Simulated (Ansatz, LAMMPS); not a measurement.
# Gap against volume in glassy 84SiO2-16BaO (mol %) (71 atoms)

Density of this cell: 3.11 g/cm³. The cell holds 71 atoms: 21 Si, 4 Ba and 46 O. Its edges and angles: a = 10.047 Å, b = 10.037 Å, c = 9.920 Å, α = 90.7°, β = 88.2°, γ = 89.8°. The starting structure: 71 atoms (21 Si, 4 Ba, 46 O) placed at random at 2.83 g/cm³, melted at 4000 K for 10 ps at fixed volume with the Morse and Coulomb pair potential with partial charges (Pedone, Malavasi, Menziani, Cormack and Segre, J. Phys. Chem. B 110, 11780 (2006)). Quenched from 4000 K to 300 K at 200 K/ps and fixed volume, held 10 ps at zero pressure, then minimised at fixed cell.

Calculated with Ansatz 0.2.0: Kohn-Sham DFT, PBE, PAW (set soft_1), plane waves; cutoff 420 eV, Γ point, fixed occupations. The relaxed cell was scaled evenly and the atoms were relaxed at each volume. The gap is that between the highest filled and the lowest empty Kohn-Sham level on the run's k-points.

```
volume (Å³/atom)  gap (eV)
          12.673               3.706
          13.236                   ?
          13.659               3.521
          14.081               3.431
          14.503               3.335
          14.926               3.228
```

**Question.** Fit a straight line in ln V to the rows given and interpolate to the withheld row.

Worked fit:

A volume deformation potential makes the spacing linear in u = ln(V/V0), with V0 = 14.081 Å³ the relaxed volume; v is the spacing.

| u = ln(V/V0) | v (eV) |
| --- | --- |
| -0.105361 | 3.7059 |
| -0.0304592 | 3.5207 |
| 0 | 3.4307 |
| 0.0295590 | 3.3354 |
| 0.0582687 | 3.2277 |

With n = 5: mean u = -0.00959842, mean v = 3.44408, Σ(u − ū)² = 0.015837, Σ(u − ū)(v − v̄) = -0.045740. Slope b = -0.045740 / 0.015837 = -2.8882; intercept a = v̄ − b ū = 3.4164.

At the withheld volume u = -0.06188, and v = a + b u.

Prediction at 13.236: 3.595 eV. The run gave 3.608 eV, so the fit is low by 0.013 eV (0.37 % of the value).

The slope, -2.89 eV, says that the spacing narrows on expansion. Among the rows given, the largest miss of the fit is at 14.926, by 0.020 eV (4.3 % of the range of the table).

Limits: The table spans 16 % in volume, wide for a linear law. Semilocal functionals tend to put gaps under measured ones. Only the Γ point is sampled. Defect or tail levels can set the spacing of a disordered cell. Spin–orbit coupling is left out, which matters for the levels of the heavy elements.

[Logs are printed without paths, hosts, clocks, repeated set-up lines and the standing remarks that a program may print on its own settings, such as how far it seeks lower states.]

[Hosts, paths, dates, database ids (printed as entryN), source tags and the programs' standing remarks are cut or masked in the printed files.]
